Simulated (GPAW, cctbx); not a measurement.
# NaTl2BiI6: what bonding does to one electron reflection, worked out

NaTl2BiI6, Fm-3m (no. 225), a = 12.3689 Å, b = 12.3689 Å, c = 12.3689 Å, α = 90.00°, β = 90.00°, γ = 90.00°.

```csv
atom,mult.,x,y,z
Bi1,4,0,0,0
Tl1,8,1/4,3/4,3/4
I1,24,0,0,0.7523
Na1,4,1/2,0,0
```

The start was made by putting kin elements into a known structure type; the compound need not exist, or be stable, in this form.

A DFT run (GPAW, PBE, 450 eV, 3×3×3 k-points, Fermi–Dirac width 0.05 eV) gives the static X-ray structure factor of 020 as 139.822 e for the conventional cell; superposed free atoms give 138.128 e. **Problem.** Find the Fourier component V of the crystal potential and the two-beam extinction distance at 200 kV in both cases.

## Step 1: Geometry

The cell volume is Ω = 1892.33 Å³ and d(020) = 6.1844 Å, so g = 1/d = 0.1617 Å⁻¹.

## Step 2: The nuclei

Electrons feel nuclei as well as electrons, so the nuclear charges are summed with the same phases.

Phase sums Σ exp(2πi h·x), turned so that the total is real and positive: Bi +4.000, Tl -8.000, I +8.003, Na +4.000. Then F_Z = 83 × (+4.000) + 81 × (-8.000) + 53 × (+8.003) + 11 × (+4.000) = 152.17 e. The electron term has the same sign for this reflection.

## Step 3: Mott–Bethe

Poisson's equation, term by term, gives V = (e/4πε₀)(F_Z − F)/(πΩg²), with e/4πε₀ = 14.3996 V Å.

The prefactor is 14.3996 × 6.1844²/(π × 1892.33) = 0.09264 V per electron. Free atoms: (152.17 − 138.128) × 0.09264 = 1.301 V. Crystal: (152.17 − 139.822) × 0.09264 = 1.144 V. F changes by +1.23 % and V by -12.1 %: the same 1.69 e is measured against F_Z − F = 14.0 e in place of F = 138.1 e.

## Step 4: Extinction distance

In the two-beam case ξ = 1/(λU) with U = 2γm₀eV/h², that is ξ = 150.41 V Å²/(γλV).

At 200 kV, λ = 0.02508 Å and γ = 1.3914. Free atoms: ξ = 3313 Å. Crystal: ξ = 3767 Å. The thickness fringes go as sin²(πt/ξ), so the two patterns slip by a quarter of a period when t|1/ξ₁ − 1/ξ₀| = 1/4, at t ≈ 687 nm. Thermal motion, absorption and many-beam coupling, left out here, change a real pattern.

## Step 5: Answer

V(020) is 1.14 V against 1.30 V, and ξ is 3767 against 3313 Å. Limits: static atoms, two beams.

[Outputs are excerpts: Python notices, other lines and further rows are left out; steps that failed or that the build refused (PBEsol, TPSS) are not shown.]

[Logs are printed without paths, hosts, clocks, repeated set-up lines and the standing remarks that a program may print on its own settings, such as how far it seeks lower states.]
